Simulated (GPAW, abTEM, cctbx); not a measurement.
## KZnI3: the scripts behind a bonding study

Short scripts, each with its output. The start was made by putting kin elements into a known structure type; the compound need not exist, or be stable, in this form.

## Step 1: Relax the structure

```text
cell
1.0
     5.474000000    0.000000000    0.000000000
     0.000000000    5.474000000    0.000000000
     0.000000000    0.000000000    5.474000000
I Zn K
3 1 1
Direct
0.500000000 0.000000000 0.500000000
0.000000000 0.500000000 0.500000000
0.500000000 0.500000000 0.000000000
0.500000000 0.500000000 0.500000000
0.000000000 0.000000000 0.000000000
```

```python
from ase.constraints import FixSymmetry
from ase.filters import FrechetCellFilter
from ase.io import read, write
from ase.optimize import BFGS
from ase.parallel import parprint
from gpaw import GPAW, PW, FermiDirac

atoms = read("start.vasp")
atoms.set_constraint(FixSymmetry(atoms))
atoms.calc = GPAW(mode=PW(570), xc="PBE", kpts={"size": (3, 3, 3), "gamma": True},
                 occupations=FermiDirac(0.05), maxiter=120, symmetry={"tolerance": 1e-5}, txt="relax.txt")
BFGS(FrechetCellFilter(atoms), maxstep=0.15).run(fmax=0.03, steps=40)
parprint("cell  %.4f %.4f %.4f  %.2f %.2f %.2f" % tuple(atoms.cell.cellpar()))
parprint("volume %.3f A^3, largest force %.3f eV/A, largest stress %.2f GPa" % (atoms.get_volume(), abs(atoms.get_forces()).max(), 160.218 * abs(atoms.get_stress()).max()))
atoms.set_constraint()
write("relaxed.vasp", atoms, direct=True)
```

```console
$ OMP_NUM_THREADS=1 mpirun -n 4 gpaw python run.py > gpaw.log
```

```text
      Step        Energy          fmax
BFGS:    0      -10.502066        0.944306
BFGS:    1      -10.539217        0.883830
BFGS:    2      -10.799661        0.291190
BFGS:    3      -10.837436        0.049547
BFGS:    4      -10.838820        0.003814
cell  5.7573 5.7573 5.7573  90.00 90.00 90.00
volume 190.835 A^3, largest force 0.000 eV/A, largest stress 0.02 GPa
```

Time: 26 s on 4 cores of Arm Neoverse V1 (shared host), peak memory 1 GiB.

## Step 2: Build the all-electron density and subtract free atoms

```text
cell
1.0
     5.757309870    0.000000000    0.000000000
     0.000000000    5.757309870    0.000000000
     0.000000000    0.000000000    5.757309870
I Zn K
3 1 1
Direct
0.500000000 0.000000000 0.500000000
0.000000000 0.500000000 0.500000000
0.500000000 0.500000000 0.000000000
0.500000000 0.500000000 0.500000000
0.000000000 0.000000000 0.000000000
```

```python
import numpy as np
from ase.io import read
from ase.units import Bohr
from gpaw import GPAW, PW, FermiDirac
from gpaw.calculator import GPAW as OldGPAW
from gpaw.mpi import serial_comm, world
from scipy.special import erfc
from scipy.spatial import cKDTree

atoms = read("cell.vasp")
atoms.calc = GPAW(mode=PW(450), xc="PBE", kpts={"size": (4, 4, 4), "gamma": True},
                 occupations=FermiDirac(0.05), maxiter=120, symmetry={"tolerance": 1e-5}, txt="scf.txt")
atoms.get_potential_energy()
rho = atoms.calc.get_all_electron_density(gridrefinement=2)
moments = atoms.get_magnetic_moments() if atoms.calc.get_number_of_spins() == 2 else np.zeros(len(atoms))
total = atoms.get_magnetic_moment() if moments.any() else 0.0
if world.rank == 0:
    free = OldGPAW(mode=PW(450), xc="PBE", txt=None, communicator=serial_comm)
    neutral = atoms.copy()
    neutral.set_initial_magnetic_moments(None)
    free.initialize(neutral)
    free.set_positions(neutral)
    drho = rho - free.get_all_electron_density(gridrefinement=2)
    # GPAW starts from confined atoms: exchange their smooth part for that of the datasets' free atoms
    h = np.stack(np.meshgrid(*[np.fft.fftfreq(n, 1 / n) for n in drho.shape], indexing="ij"), -1)
    gabs = np.linalg.norm(h @ atoms.cell.reciprocal(), axis=-1)
    tails = np.fft.fftn(free.get_pseudo_density(gridrefinement=2))
    g, form, v0 = np.linspace(0, gabs.max(), 1500), {}, 0
    for e in set(atoms.symbols):
        idx = atoms.symbols.search(e)
        d = free.setups[idx[0]].data
        r, w = d.rgd.r_g * Bohr, d.rgd.r_g**2 * d.rgd.dr_g
        j0 = np.sinc(2 * g[:, None] * r)
        smooth = sum(f * p**2 for f, p in zip(d.f_j, d.phit_jg)) + np.sqrt(4 * np.pi) * d.nct_g
        full = sum(f * p**2 for f, p in zip(d.f_j, d.phi_jg)) + np.sqrt(4 * np.pi) * d.nc_g
        phase = sum(np.exp(-2j * np.pi * h @ s) for s in atoms.get_scaled_positions()[idx])
        tails -= np.interp(gabs, g, j0 @ (smooth * w)) * phase * drho.size / atoms.get_volume()
        form[e] = j0 @ (full * w)
        v0 += 2 * np.pi / 3 * 14.3996 * (full * w * r**2).sum() * len(idx)  # V A^3
    tails *= 0.5 * erfc((gabs - 1.8) / 0.25)  # the tails differ at long wavelengths alone
    drho += np.fft.ifftn(tails).real  # crystal minus superposed spherical free atoms
    np.save("drho.npy", drho)
    dv = atoms.get_volume() / drho.size
    print("grid", drho.shape, " electrons %.3f" % (rho.sum() * dv), " moved by bonding %.3f e" % (abs(drho).sum() * dv / 2))
    pts = np.indices(drho.shape).reshape(3, -1).T / drho.shape @ atoms.cell
    shifts = (np.indices((3, 3, 3)).reshape(3, -1).T - 1) @ atoms.cell
    images = (atoms.positions[None] + shifts[:, None]).reshape(-1, 3)
    dist, idx = cKDTree(images).query(pts, k=4)
    out = drho.ravel()[dist[:, 0] > 0.5]
    print("deformation density beyond 0.5 A of the nuclei: max %.3f, min %.3f e/A^3" % (out.max(), out.min()))
    tie = dist < dist[:, :1] + 1e-4
    q = -np.bincount((idx % len(atoms))[tie], (drho.ravel()[:, None] / tie.sum(1, keepdims=True) * tie)[tie], len(atoms)) * dv
    print("atom        x       y       z   Voronoi charge  moment")
    for a, s, c, m in zip(atoms, atoms.get_scaled_positions(), q, moments):
        print("%-2s%-3d %7.4f %7.4f %7.4f %10.3f %10.2f" % (a.symbol, a.index + 1, *s, c, m))
    np.savez("free.npz", g=g, **form)
    print("mean inner potential of superposed free atoms %.3f V" % (v0 / atoms.get_volume()))
    print("total magnetic moment %.3f muB" % total)
```

```console
$ OMP_NUM_THREADS=1 mpirun -n 4 gpaw python run.py > gpaw.log
```

```text
grid (60, 60, 60)  electrons 208.000  moved by bonding 0.781 e
deformation density beyond 0.5 A of the nuclei: max 0.043, min -0.069 e/A^3
atom        x       y       z   Voronoi charge  moment
I 1    0.5000  0.0000  0.5000     -0.188       0.00
I 2    0.0000  0.5000  0.5000     -0.188       0.00
I 3    0.5000  0.5000  0.0000     -0.188       0.00
Zn4    0.5000  0.5000  0.5000      0.307       0.00
K 5    0.0000  0.0000  0.0000      0.256       0.00
mean inner potential of superposed free atoms 11.807 V
total magnetic moment 0.000 muB
```

Time: 11 s.

## Step 3: Fourier-transform the difference

```python
from cctbx import adptbx, crystal, miller, xray
from cctbx.eltbx import tiny_pse
import numpy as np

cs = crystal.symmetry(unit_cell=(5.7573, 5.7573, 5.7573, 90, 90, 90), space_group_symbol='Hall: -P 4 2 3')  # Pm-3m
atoms = [  # label, site, U (iso, or U11 U22 U33 U12 U13 U23 in A^2), occupancy
    ("I1", (0.5, 0, 0.5), 0.0000, 1),
    ("Zn1", (0.5, 0.5, 0.5), 0.0000, 1),
    ("K1", (0, 0, 0), 0.0000, 1),
]
xs = xray.structure(crystal_symmetry=cs)
for label, site, u, occ in atoms:
    u = adptbx.u_cif_as_u_star(cs.unit_cell(), u) if isinstance(u, tuple) else u
    xs.add_scatterer(xray.scatterer(label, site=site, u=u, occupancy=occ))
xs.scattering_type_registry(table="wk1995")
drho = np.load("drho.npy")
T = np.array([[1, 0, 0], [0, 1, 0], [0, 0, 1]])  # conventional axes in terms of the primitive ones
dF = np.fft.ifftn(drho) * 190.83534  # electrons a conventional cell, indexed by primitive hkl
ms = miller.build_set(cs, anomalous_flag=False, d_min=0.9).sort("resolution")
iam = ms.structure_factors_from_scatterers(xs, algorithm="direct").f_calc()
p1 = xs.expand_to_p1()
z = np.array([tiny_pse.table(sc.scattering_type).atomic_number() for sc in p1.scatterers()])
x = np.array(p1.sites_frac())
free = np.load("free.npz")
print("static structure factors of the conventional cell: F in electrons, V (Mott-Bethe) in volts")
print("   h  k  l      d  |F| table  |F| free   |F| DFT   change   |V| free  |V| DFT  change %")
for h, d, table in list(zip(ms.indices(), ms.d_spacings().data(), iam.data()))[:16]:
    df = dF[tuple(np.rint(np.linalg.solve(T, h)).astype(int))]
    phase = np.exp(2j * np.pi * x @ h)
    f = sum(np.interp(1 / d, free["g"], free[sc.scattering_type]) * p for sc, p in zip(p1.scatterers(), phase))
    fz = (z * phase).sum()
    c = 14.3996 * d * d / (np.pi * cs.unit_cell().volume())
    v0, v1 = abs(fz - f) * c, abs(fz - f - df) * c
    print("%4d%3d%3d %7.4f %9.3f %9.3f %9.3f %8.3f %9.3f %8.3f %8s" % (h + (d, abs(table), abs(f), abs(f + df), abs(f + df) - abs(f), v0, v1, "%.1f" % (100 * (v1 / v0 - 1)) if v0 > 0.02 else "-")))
```

```console
$ python run.py
```

```text
static structure factors of the conventional cell: F in electrons, V (Mott-Bethe) in volts
   h  k  l      d  |F| table  |F| free   |F| DFT   change   |V| free  |V| DFT  change %
   0  1  0  5.7573    61.225    61.227    61.196   -0.031     2.208    2.232      1.1
   0  1  1  4.0710     4.424     4.416     4.768    0.352     0.166    0.306     84.6
   1  1  1  3.3240   126.157   126.243   126.563    0.320     5.774    5.689     -1.5
   0  2  0  2.8787   171.990   172.039   171.996   -0.043     7.157    7.166      0.1
   0  2  1  2.5747    53.302    53.261    53.175   -0.087     1.710    1.724      0.8
   1  2  1  2.3504     4.373     4.488     4.423   -0.065     0.065    0.056    -13.4
   0  2  2  2.0355   153.755   153.712   153.575   -0.137     5.402    5.416      0.3
   1  2  2  1.9191    48.874    48.748    48.680   -0.068     1.349    1.355      0.4
   0  3  0  1.9191    48.874    48.748    48.604   -0.144     1.349    1.362      0.9
   0  3  1  1.8206     4.757     4.901     4.884   -0.017     0.072    0.070     -1.9
   1  3  1  1.7359   101.966   102.148   102.052   -0.095     3.319    3.325      0.2
   2  2  2  1.6620   141.556   141.443   141.369   -0.074     4.416    4.421      0.1
   0  3  2  1.5968    45.626    45.476    45.459   -0.017     1.134    1.135      0.1
   1  3  2  1.5387     5.170     5.275     5.253   -0.022     0.072    0.071     -1.7
   0  4  0  1.4393   132.295   132.157   132.269    0.112     3.774    3.768     -0.1
   2  3  2  1.3964    42.922    42.784    42.807    0.023     0.994    0.993     -0.1
```

Time: 0.3 s on 1 core of Arm Neoverse V1 (shared host), peak memory 0.08 GiB.

## Step 4: Propagate a plane wave with and without the bonding term

```python
import abtem
import numpy as np
from ase.build import make_supercell
from ase.io import read

abtem.config.set({"dask.lazy": False, "fft": "fftw", "diagnostics.progress_bar": False})
M = [[0, 0, -1], [-1, 1, 0], [1, 1, 0]]  # rows: x, y and beam direction in the primitive cell's axes
unit = make_supercell(read("cell.vasp"), M)
unit.set_cell(list(unit.cell.lengths()) + [90, 90, 90], scale_atoms=True)
unit.positions[:, 2] += 0.5089  # keeps atomic planes off the slice boundaries
unit.wrap()
slab = unit * (2, 2, 72)
print(slab.get_chemical_formula(), "| box %.2f x %.2f x %.2f A" % tuple(slab.cell.lengths()))

# change of the potential by bonding, from the DFT deformation density (Poisson's equation term by term)
drho = np.load("drho.npy")
prim = read("cell.vasp")
h = np.stack(np.meshgrid(*[np.fft.fftfreq(n, 1 / n) for n in drho.shape], indexing="ij"), -1).reshape(-1, 3).astype(int)
g2 = ((h @ prim.cell.reciprocal()) ** 2).sum(1)
keep = (g2 > 0) & (g2 < 2.5**2)
shape = (165, 233, 48)
vg = np.zeros(shape, complex)
hm = h[keep] @ np.array(M).T
move = np.exp(-2j * np.pi * hm[:, 2] * (0.5089 / unit.cell[2, 2] - 0.5 / shape[2]))  # the same shift, sampled at mid-points
vg[tuple(hm.T % np.array(shape)[:, None])] = -14.3996 / np.pi * (np.fft.fftn(drho).ravel() / drho.size)[keep] / g2[keep] * move
dV = np.fft.ifftn(vg).real * vg.size
dV = dV.reshape(165, 233, 8, 6).mean(3) * unit.cell[2, 2] / 8  # V A, projected in each slice
dV = np.tile(dV.transpose(2, 0, 1), (72, 2, 2))


def build(atoms):
    p = abtem.Potential(atoms, gpts=(330, 466), slice_thickness=[slab.cell[2, 2] / 576] * 576,
                        parametrization="lobato", projection="infinite", exit_planes=48).build()
    p.array[:] += BONDING * dV
    return p


sigmas = {'I': 0.08, 'Zn': 0.089, 'K': 0.096}  # r.m.s. displacement along each axis, A
u = np.array([sigmas[s] for s in slab.symbols])[:, None]
rng = np.random.default_rng(91)


def potentials():
    for _ in range(3):  # frozen phonons, one configuration at a time
        atoms = slab.copy()
        atoms.positions += u * rng.standard_normal((len(atoms), 3))
        atoms.wrap()
        yield build(atoms)


for label, BONDING in (("IAM", 0.0), ("DFT", 1.0)):
    print("=====", label)
    rng = np.random.default_rng(91)  # the same displacements for both
    potential = build(slab)
    print("grid", potential.gpts, "slices", potential.num_slices)
    thickness = potential.exit_thicknesses
    wave = abtem.PlaneWave(energy=100000)
    dp = np.mean([wave.multislice(p).diffraction_patterns(max_angle="valid").array for p in potentials()], axis=0)
    hkl = [(0, 0, 0), (0, 0, 1), (1, -1, 0), (1, -1, 1), (0, 0, 2), (1, -1, 2), (2, -2, 0)]
    nx, ny = dp.shape[-2:]
    print("intensity of each beam, fraction of the incident wave")
    print("  t (A)" + "".join("%9s" % " ".join(map(str, h)) for h in hkl) + "  diffuse    total")
    grid = np.zeros((nx, ny), bool)
    grid[nx // 2 % 2::2, ny // 2 % 2::2] = True
    for t, a in list(zip(thickness, dp))[1:]:
        idx = [np.rint(np.array(M) @ np.linalg.solve([[1, 0, 0], [0, 1, 0], [0, 0, 1]], h)).astype(int) for h in hkl]
        print("%7.1f" % t + "".join("%9.5f" % a[nx // 2 + i[0] * 2, ny // 2 + i[1] * 2] for i in idx) + "%9.4f%9.4f" % (a[~grid].sum(), a.sum()))
```

```console
$ python run.py
```

```text
I1728K576Zn576 | box 11.51 x 16.28 x 586.23 A
===== IAM
grid (330, 466) slices 576
intensity of each beam, fraction of the incident wave
  t (A)    0 0 0    0 0 1   1 -1 0   1 -1 1    0 0 2   1 -1 2   2 -2 0  diffuse    total
   48.9  0.68757  0.00240  0.00668  0.00917  0.01516  0.00480  0.00741   0.0636   0.9958
   97.7  0.64417  0.02948  0.00494  0.00351  0.01456  0.00473  0.00373   0.1072   0.9927
  146.6  0.46880  0.04014  0.02533  0.00283  0.02723  0.00860  0.00538   0.1391   0.9903
  195.4  0.33862  0.07632  0.03515  0.00914  0.02285  0.00433  0.00390   0.1809   0.9872
  244.3  0.22480  0.08416  0.05551  0.00693  0.02560  0.00535  0.00967   0.2122   0.9848
  293.1  0.14911  0.09157  0.06786  0.00624  0.02008  0.00688  0.01128   0.2482   0.9821
  342.0  0.11887  0.08273  0.07200  0.00550  0.01603  0.00798  0.00758   0.2793   0.9797
  390.8  0.12066  0.06737  0.06782  0.00720  0.01532  0.00723  0.00698   0.3137   0.9771
  439.7  0.15446  0.05010  0.05361  0.01272  0.01635  0.00425  0.00668   0.3361   0.9745
  488.5  0.20106  0.02955  0.03815  0.01309  0.01522  0.00134  0.00558   0.3607   0.9720
  537.4  0.24678  0.01431  0.02341  0.01076  0.01263  0.00089  0.00333   0.3822   0.9693
  586.2  0.28267  0.00548  0.01337  0.00667  0.00974  0.00168  0.00234   0.4031   0.9665
===== DFT
grid (330, 466) slices 576
intensity of each beam, fraction of the incident wave
  t (A)    0 0 0    0 0 1   1 -1 0   1 -1 1    0 0 2   1 -1 2   2 -2 0  diffuse    total
   48.9  0.68578  0.00244  0.00739  0.00921  0.01549  0.00478  0.00756   0.0635   0.9958
   97.7  0.63824  0.03016  0.00607  0.00382  0.01534  0.00455  0.00399   0.1072   0.9928
  146.6  0.45877  0.04037  0.02797  0.00309  0.02873  0.00878  0.00584   0.1391   0.9904
  195.4  0.32647  0.07576  0.03748  0.00966  0.02445  0.00459  0.00454   0.1813   0.9873
  244.3  0.21571  0.08254  0.05664  0.00740  0.02689  0.00584  0.01064   0.2131   0.9849
  293.1  0.14993  0.08725  0.06674  0.00657  0.02076  0.00758  0.01215   0.2497   0.9822
  342.0  0.13308  0.07702  0.06794  0.00592  0.01603  0.00827  0.00791   0.2809   0.9798
  390.8  0.15031  0.05972  0.06170  0.00724  0.01490  0.00719  0.00688   0.3143   0.9772
  439.7  0.19635  0.04207  0.04606  0.01189  0.01509  0.00386  0.00636   0.3351   0.9746
  488.5  0.24973  0.02264  0.03077  0.01134  0.01317  0.00110  0.00516   0.3573   0.9722
  537.4  0.29433  0.00996  0.01735  0.00857  0.01006  0.00067  0.00306   0.3766   0.9696
  586.2  0.32222  0.00446  0.00931  0.00454  0.00749  0.00111  0.00207   0.3957   0.9668
```

Time: 2.4 min.

[Outputs are excerpts: Python notices, other lines and further rows are left out; steps that failed or that the build refused (PBEsol, TPSS) are not shown.]

[Logs are printed without paths, hosts, clocks, repeated set-up lines and the standing remarks that a program may print on its own settings, such as how far it seeks lower states.]
